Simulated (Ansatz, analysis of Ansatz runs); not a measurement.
# Migration in GeSe2O6 (P2_1/c): H transfer from O to O, charge +1, part 4 of 4

How high is the barrier when H changes place in GeSe2O6 (P2_1/c)? The case: H transfer from O to O, charge +1, in a cell of 36 host atoms with 1 H put in.

Ansatz 0.2.0; plane-wave PAW DFT, PBEsol; nudged elastic band between two relaxed defect structures at fixed charge in a uniform background.

So far, barrier forward (eV): step 4 (nudged elastic band, charge +1) 0.852.

### Step 5. Single point at the start point, PBEsol, denser k-mesh

Three single points on a mesh of more k-points (start, top, end) test the sampling. The start is shown; top and end are run alike.

This step: plane-wave PAW DFT, PBEsol; single point of a defect supercell on a structure of the PBEsol path.

The input, qp1.start.mesh/input.yaml:

```yaml
crystal:
  lattice:
    - [5.07717925, 6.78733022, -0.00408761]
    - [-5.07717925, 6.78733022, 0.00408761]
    - [-4.9500808, 0.0, 7.32442304]
  atoms:
    - { symbol: Ge, position: [0.00376435, -0.00936314, 0.00608957] }
    - { symbol: Ge, position: [0.49836556, 0.50253079, -0.00655175] }
[... 1 atom line left out ...]
    - { symbol: Ge, position: [0.75037618, 0.76430424, 0.49360738] }
[... 2 atom lines left out ...]
    - { symbol: Se, position: [0.04233421, 0.28818676, 0.71607124] }
[... 2 atom lines left out ...]
    - { symbol: Se, position: [0.57146786, 0.25211809, 0.79903804] }
[... 3 atom lines left out ...]
    - { symbol: O, position: [0.92991459, 0.22902044, -0.00125399] }
    - { symbol: O, position: [0.02278632, 0.31508343, 0.51067697] }
[... 4 atom lines left out ...]
    - { symbol: O, position: [0.9781921, 0.67303546, 0.4943217] }
[... 3 atom lines left out ...]
    - { symbol: O, position: [0.96843823, 0.11934802, 0.76308343] }
[... 4 atom lines left out ...]
    - { symbol: O, position: [0.25604238, 0.96026596, 0.09630388] }
[... 2 atom lines left out ...]
    - { symbol: O, position: [0.80306253, 0.4807071, 0.61778832] }
[... 1 atom line left out ...]
    - { symbol: O, position: [0.74974661, 0.02968954, 0.908075] }
[... 2 atom lines left out ...]
    - { symbol: H, position: [0.78858714, 0.45704399, 0.72911477] }
total_charge: 1
basis:
  ecutwfc: 420
  xc_grid: 2
hamiltonian:
  xc: pbesol
kpoints:
  mp_grid: { grid: [2, 2, 2], shift: [0.5, 0.5, 0.5] }
scf:
  occupations: { method: fixed }
  max_iter: 100
output:
  forces: true
  eigenvalues: true
checkpoint:
  write: "../qp1.start.mesh.run"
  compress: false
  write_wavefunctions: false
  write_every: 100000
```

Run with:

```console
$ ansatz run input.yaml --threads 4 --pin off --max-ram 7536MiB --backend cpu --events-out ev --progress --plain --runs-dir out
```

Numbers of over 12 decimals in the logs are rounded to 6 here.

What it wrote:

```text
[...]
Crystal: 37 atoms, lattice volume = 504.532 Å³
Basis set: ecut = 420 eV, 9837 PW (Γ), exchange–correlation on 120×120×120 points (8 copies of the dense FFT grid, shifted against one another)
Bands: 201, of which v1, the nominal top of the filled ones, is band 164 counted from 1 (163 counted from 0)
Symmetry: 1 space group operations
[...]
k-points: 4 of 8 (time reversal used)
[...]
SCF iter   1: F=—  HF=-73869.777368 eV  |F-HF|=—  |Δ(HF+E_count)|=         —  Δρ=1.29e-2  dr2=8.48e-1  ethr=1.77e-3  ⟨swp⟩=5.0  Hψ=2694  notcnv=0  defer=138
[...]
SCF iter   3: F=—  HF=-73869.500831 eV  |F-HF|=—  |Δ(HF+E_count)|=   3.35e-2  Δρ=2.19e-3  dr2=2.79e-2  ethr=2.63e-5  ⟨swp⟩=2.2  Hψ=1068  notcnv=0  defer=96
[...]
Internal energy: -73869.489867 eV  (E = F + TS)
E sigma→0 (E₀):  -73869.489867 eV
Fermi energy:    4.604191 eV
[...]
--- Forces (eV/Å), atoms counted from 1 ---
  atom   1  Ge     0.01498595     0.00082329     0.00145134
  atom   2  Ge    -0.01273709     0.00060792    -0.00311016
  [... 1 atom left out ...]
  atom   4  Ge     0.01094688    -0.00041967    -0.00608537
  [... 2 atoms left out ...]
  atom   7  Se    -0.02663446    -0.03979303     0.09445242
  [... 2 atoms left out ...]
  atom  10  Se     0.04520966    -0.05508193    -0.09818267
  [... 3 atoms left out ...]
  atom  14  O     -0.00066542     0.09346539     0.04058413
  atom  15  O      0.01284300    -0.08353806     0.02993424
  [... 8 atoms left out ...]
  atom  24  O      0.00522336     0.00752956    -0.04032134
  [... 7 atoms left out ...]
  atom  32  O      0.00636431    -0.02480705    -0.03864277
  [... 1 atom left out ...]
  atom  34  O     -0.01335729    -0.00730209     0.02548299
  [... 2 atoms left out ...]
  atom  37  H     -0.00881445    -0.01571811     0.03446846
  max |Σ_I F_I| component: 7.40e-5 eV/Å
--- Band table (eV) ---
[...]
[... further k-points left out ...]
[key lines of the parts left out:]
SCF converged after 10 iterations
Free energy (F): -73869.489867 eV
```

Run time: 18 s. Hardware: 4 threads of Arm Neoverse V1, shared host; peak memory 2 GiB.

Read from the output:

```
free energy : -73869.4899 eV
```

### Step 6. Barrier from single points, PBEsol, denser k-mesh

Analysis of the runs above: barrier from PBEsol single points on the PBEsol path.

It gives:

```
barrier forward  : 0.8575 eV
barrier backward : 0.7581 eV
end less start   : 0.09942 eV
```

This gives 0.858 eV against the band's 0.852 eV (backward 0.758 against 0.766 eV), so the sampling was enough for this path.

### Step 7. Band with another choice: three images

Fewer images cost less; the test is whether the climbing image finds the same top.

This step: plane-wave PAW DFT, PBEsol; nudged elastic band between two relaxed defect structures at fixed charge in a uniform background.

The input, qp1.try0/input.yaml:

```yaml
crystal:
  lattice:
    - [5.07717925, 6.78733022, -0.00408761]
    - [-5.07717925, 6.78733022, 0.00408761]
    - [-4.9500808, 0.0, 7.32442304]
  atoms:
    - { symbol: Ge, position: [0.00376435, -0.00936314, 0.00608957] }
    - { symbol: Ge, position: [0.49836556, 0.50253079, -0.00655175] }
    - { symbol: Ge, position: [0.25220458, 0.24972409, 0.49099215] }
    - { symbol: Ge, position: [0.75037618, 0.76430424, 0.49360738] }
    - { symbol: Se, position: [0.42934826, 0.7346832, 0.20144313] }
    - { symbol: Se, position: [0.92583725, 0.24513633, 0.19156376] }
    - { symbol: Se, position: [0.04233421, 0.28818676, 0.71607124] }
    - { symbol: Se, position: [0.50563064, 0.82570675, 0.69505633] }
    - { symbol: Se, position: [0.07515836, 0.75615237, 0.80293942] }
    - { symbol: Se, position: [0.57146786, 0.25211809, 0.79903804] }
    - { symbol: Se, position: [0.48963804, 0.18540416, 0.28935393] }
    - { symbol: Se, position: [0.99101928, 0.67522181, 0.29990886] }
    - { symbol: O, position: [0.42953895, 0.72907849, 0.00589475] }
    - { symbol: O, position: [0.92991459, 0.22902044, -0.00125399] }
    - { symbol: O, position: [0.02278632, 0.31508343, 0.51067697] }
    - { symbol: O, position: [0.52861871, 0.81144043, 0.50941394] }
    - { symbol: O, position: [0.07249186, 0.76345888, 0.99733435] }
    - { symbol: O, position: [0.56749721, 0.27088843, 0.98774548] }
    - { symbol: O, position: [0.47904816, 0.18135051, 0.48406847] }
    - { symbol: O, position: [0.9781921, 0.67303546, 0.4943217] }
    - { symbol: O, position: [0.10814424, 0.30505999, 0.24871434] }
    - { symbol: O, position: [0.62282917, 0.77909148, 0.26613482] }
    - { symbol: O, position: [0.45151011, 0.63908882, 0.75190195] }
    - { symbol: O, position: [0.96843823, 0.11934802, 0.76308343] }
    - { symbol: O, position: [0.38824785, 0.19295042, 0.73879895] }
    - { symbol: O, position: [0.88411126, 0.70829702, 0.73817506] }
    - { symbol: O, position: [0.04605916, 0.8614089, 0.24560659] }
    - { symbol: O, position: [0.54980339, 0.36677255, 0.23729996] }
    - { symbol: O, position: [0.25604238, 0.96026596, 0.09630388] }
    - { symbol: O, position: [0.75079456, 0.46857645, 0.07983547] }
    - { symbol: O, position: [0.27983545, 1.00042092, 0.57645889] }
    - { symbol: O, position: [0.80306253, 0.4807071, 0.61778832] }
    - { symbol: O, position: [0.24751141, 0.53146023, 0.90734752] }
    - { symbol: O, position: [0.74974661, 0.02968954, 0.908075] }
    - { symbol: O, position: [0.21625199, 0.50022156, 0.41158822] }
    - { symbol: O, position: [0.71510927, 0.01017291, 0.39796286] }
    - { symbol: H, position: [0.78858714, 0.45704399, 0.72911477] }
total_charge: 1
basis:
  ecutwfc: 420
  xc_grid: 2
hamiltonian:
  xc: pbesol
kpoints:
  mp_grid: { grid: [1, 1, 1] }
scf:
  occupations: { method: fixed }
  max_iter: 100
output:
  forces: true
neb:
  images: 3
  f_tol: 0.05
  climbing: true
  initial_path: idpp
  max_iterations: 30
  order_check: false
  final_atoms:
    - { symbol: Ge, position: [-0.0037674, -0.00470871, 0.00510043] }
    - { symbol: Ge, position: [0.50118514, 0.50245711, -0.00341076] }
[... 1 atom line left out ...]
    - { symbol: Ge, position: [0.74395083, 0.75656324, 0.49388021] }
[... 2 atom lines left out ...]
    - { symbol: Se, position: [0.00879146, 0.34654622, 0.67678784] }
[... 2 atom lines left out ...]
    - { symbol: Se, position: [0.56428785, 0.26779672, 0.79225852] }
[... 3 atom lines left out ...]
    - { symbol: O, position: [0.92787345, 0.22931384, -0.00202883] }
    - { symbol: O, position: [0.01922054, 0.32661202, 0.49353305] }
[... 4 atom lines left out ...]
    - { symbol: O, position: [0.97743416, 0.66595707, 0.49322021] }
[... 3 atom lines left out ...]
    - { symbol: O, position: [0.9566201, 0.13859469, 0.7449796] }
[... 4 atom lines left out ...]
    - { symbol: O, position: [0.24184672, 0.97086863, 0.07786783] }
[... 2 atom lines left out ...]
    - { symbol: O, position: [0.78034428, 0.4972847, 0.58012493] }
[... 1 atom line left out ...]
    - { symbol: O, position: [0.74247919, 0.04434396, 0.88961271] }
[... 2 atom lines left out ...]
    - { symbol: H, position: [0.82995172, 0.17952118, 0.64809322] }
```

What it wrote:

```text
[...]
parallel-image band execution: 3 concurrent image workers
NEB image 0
Crystal: 37 atoms, lattice volume = 504.532 Å³
Basis set: ecut = 420 eV, 9837 PW (Γ), exchange–correlation on 120×120×120 points (8 copies of the dense FFT grid, shifted against one another)
Bands: 201, of which v1, the nominal top of the filled ones, is band 164 counted from 1 (163 counted from 0)
Symmetry: 1 space group operations
k-points: 1
[...]
SCF iter   1: F=—  HF=-73869.475456 eV  |F-HF|=—  |Δ(HF+E_count)|=         —  Δρ=1.27e-2  dr2=8.26e-1  ethr=1.77e-3  ⟨swp⟩=4.0  Hψ=655  notcnv=0  defer=35
[...]
SCF iter  10: F=-73869.194802 eV  HF=-73869.194802 eV  |F-HF|=7.78e-8  |Δ(HF+E_count)|=   6.06e-7  Δρ=3.61e-6  dr2=6.71e-8  ethr=3.05e-11  ⟨swp⟩=4.0  Hψ=607  notcnv=0
SCF 1 converged in 10 iterations: F = -73869.194802 eV  dr2 = 6.71e-8
[...]
NEB image 4
[...]
SCF 2 converged in 10 iterations: F = -73869.109320 eV  dr2 = 6.50e-8
[...]
NEB end point (image 0): max|allowed force component| = 1.137e-2 eV/Å (the criterion of neb.relax_end_points is 1.000e-2)
NEB end point (image 4): max|allowed force component| = 9.592e-3 eV/Å (the criterion of neb.relax_end_points is 1.000e-2)
NEB image 1
[...]
SCF 3 converged in 11 iterations: F = -73867.823097 eV  dr2 = 3.58e-8
NEB image 2
[...]
*   2    1.8863      0.851655                          1.124e-2
      3    2.6401      0.216347                          6.346e-3
      4    3.3937      0.085482                                 —
  climbing-image geometry (image 2):
  cell:  # Å, volume = 504.5318 Å³
    - [5.07717925, 6.78733022, -0.00408761]
    - [-5.07717925, 6.78733022, 0.00408761]
    - [-4.9500808, 0.0, 7.32442304]
  atoms:
    - { symbol: Ge, position: [-0.004140, 0.000546, 0.002754] }
    - { symbol: Ge, position: [0.498508, 0.503222, -0.003538] }
    - { symbol: Ge, position: [0.260725, 0.242329, 0.495028] }
    - { symbol: Ge, position: [0.746422, 0.758533, 0.489750] }
    - { symbol: Se, position: [0.419638, 0.748849, 0.188932] }
    - { symbol: Se, position: [0.927381, 0.243261, 0.202201] }
    - { symbol: Se, position: [0.039278, 0.320785, 0.701490] }
    - { symbol: Se, position: [0.513092, 0.816262, 0.696928] }
    - { symbol: Se, position: [0.068997, 0.761900, 0.793980] }
    - { symbol: Se, position: [0.568917, 0.255911, 0.804169] }
    - { symbol: Se, position: [0.493155, 0.180847, 0.292112] }
    - { symbol: Se, position: [0.997666, 0.670173, 0.296496] }
    - { symbol: O, position: [0.425789, 0.733586, -0.000191] }
    - { symbol: O, position: [0.925244, 0.227356, 0.010292] }
    - { symbol: O, position: [0.035099, 0.305347, 0.514111] }
    - { symbol: O, position: [0.525341, 0.810269, 0.504556] }
    - { symbol: O, position: [0.063658, 0.777924, 0.984544] }
    - { symbol: O, position: [0.561983, 0.271202, 0.992516] }
    - { symbol: O, position: [0.486974, 0.174635, 0.489504] }
    - { symbol: O, position: [0.977578, 0.664236, 0.491452] }
[...]
- { symbol: O, position: [0.244411, 0.538188, 0.904547] }
    - { symbol: O, position: [0.746014, 0.032700, 0.910156] }
    - { symbol: O, position: [0.222597, 0.496142, 0.412206] }
    - { symbol: O, position: [0.718111, 0.005005, 0.399505] }
    - { symbol: H, position: [0.792432, 0.330881, 0.659242] }
[key lines of the parts left out:]
SCF converged after 6 iterations
Free energy (F): -73868.343147 eV
Fermi energy:    4.593430 eV
```

Run time: 2.1 min. Hardware: 4 threads; peak memory 1.5 GiB.

The change under test: three images; step limits can differ too, as the input shows.

The path, image by image:

```
image  path (Å)  energy (eV)      H37: x, y, z (Å)
    0     0.000       0.0000  -1.926, 8.455, 5.339
    1     0.943       0.0852  -1.712, 7.896, 4.739
    2     1.886       0.8517  -0.920, 7.624, 4.827
    3     2.640       0.2163  -0.455, 7.107, 4.880
    4     3.394       0.0855   0.094, 6.852, 4.744
```

This step gave:

* free energy: -73868.3431 eV
* barrier forward: 0.8517 eV
* barrier backward: 0.7662 eV
* end less start: 0.08548 eV
* hop length: 2.646 Å

Track of the atom that was set to move:

```
image   x (Å)  y (Å)  z (Å)  nearest neighbour  distance (Å)
    0  -1.926  8.455  5.339                  O         0.993
    1  -1.712  7.896  4.739                  O         0.985
    2   -0.92  7.624  4.827                  O         1.237
    3  -0.455  7.107   4.88                  O         0.995
    4   0.094  6.852  4.744                  O          0.99
```

This gives 0.852 eV against the band's 0.852 eV, in 13 iterations against 11.

### Step 8. Outcome

```json
{"barrier forward": "0.85 eV", "barrier backward": "0.77 eV", "end less start": "0.09 eV", "hop length": "2.65 Å", "band iterations, as the log counts them": "11", "barrier from single points, PBEsol, denser k-mesh": "0.86 eV"}
```

In words: The top of the band lies 0.85 eV above the start and 0.77 eV above the end. For hydrogen, zero-point energy and tunnelling change the rate much, so no rate follows from this barrier alone. The order of the top as a saddle was not checked for all atoms, so a bent path could be lower. No image-charge correction is applied; it largely cancels along a path if the charge stays localised alike. What this leaves open: periodic copies of the defect are only 8.5 Å apart.

[Logs are printed without paths, hosts, clocks, repeated set-up lines and the standing remarks that a program may print on its own settings, such as how far it seeks lower states.]

[Hosts, paths, dates, database ids (printed as entryN), source tags and the programs' standing remarks are cut or masked in the printed files.]
